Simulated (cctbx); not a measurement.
## Symmetry from intensities

Cell: a = 4.4870 Å, b = 4.4870 Å, c = 10.0860 Å, α = 90.00°, β = 90.00°, γ = 90.00°. Expected content of the cell: Pt4 In4 Zr2.

Simulated single-crystal data (cctbx): Mo Kα, λ = 0.71073 Å, to d = 0.84 Å, 70 % of the full sphere, strongest reflection 5000 counts, noise from counting, a 6 % proportional error and a noise floor of 15 counts (s.d.); no absorption, some extinction.

Tests on the unmerged data give:

```text
1006 reflections to d = 0.841 A
centring   violations  <I/sigma> of those
    A        246 of   493      5.9
    B        245 of   484      5.9
    C        203 of   497      4.7
    I        127 of   519      2.4
    R        341 of   667      5.8
    F        347 of   737      5.5
Laue class    unique    Rint  (classes that these axes allow; Friedel mates merged)
P -1              651   0.061
P 1 2/m 1         398   0.070
P 1 1 2/m         375   0.070
P 2/m 1 1         399   0.065
P m m m           242   0.075
P 4/m             198   0.075
P 4/m m m         144   0.077
space group    extra absences  I>4sigma  <I/sigma>
P 4 2 2                 0          0         -  acentric
P 4 21 2                9          0       0.3  acentric
P 4 m m                 0          0         -  acentric
P -4 2 m                0          0         -  acentric
P -4 21 m               9          0       0.3  acentric
P -4 m 2                0          0         -  acentric
P 4/m m m               0          0         -  centric
P 4/n m m :1           34          0       0.0  centric
P 4/n m m :2           34          0       0.0  centric
Wilson B = 1.20 A^2   <|E^2-1|> = 0.919 (0.968 centric, 0.736 acentric)   E^2>4: 3.6 %
shell (A)         n   <I/sigma>
10.09 - 1.68     26     14.9
 1.68 - 1.33     21     15.8
 1.33 - 1.17     16     14.2
 1.17 - 1.06     18     13.9
 1.06 - 0.98     18     13.5
 0.98 - 0.93     12     15.9
 0.93 - 0.88     20      7.6
 0.88 - 0.84     13     13.9
```

**Question.** What are the lattice type, the Laue class and the likely space group?

Every centring test has many violations, so the lattice is primitive.

Rint stays low (0.061 to 0.077) up to P 4/m m m, the highest class in these axes.

9 settings pass the absence test. The most absences obeyed, 34, belong to P 4/n m m alone.

⟨|E²−1|⟩ = 0.919 leans to a centrosymmetric structure. The Wilson B of 1.20 Å² means U ≈ 0.0152 Å².

The true group is P4/nmm (no. 129, origin choice 1), Laue class 4/mmm, centrosymmetric. The tables fix it.

This is a model crystal, built by substitution and not relaxed, with assumed displacement parameters.

[Logs are printed without paths, hosts, clocks, repeated set-up lines and the standing remarks that a program may print on its own settings, such as how far it seeks lower states.]
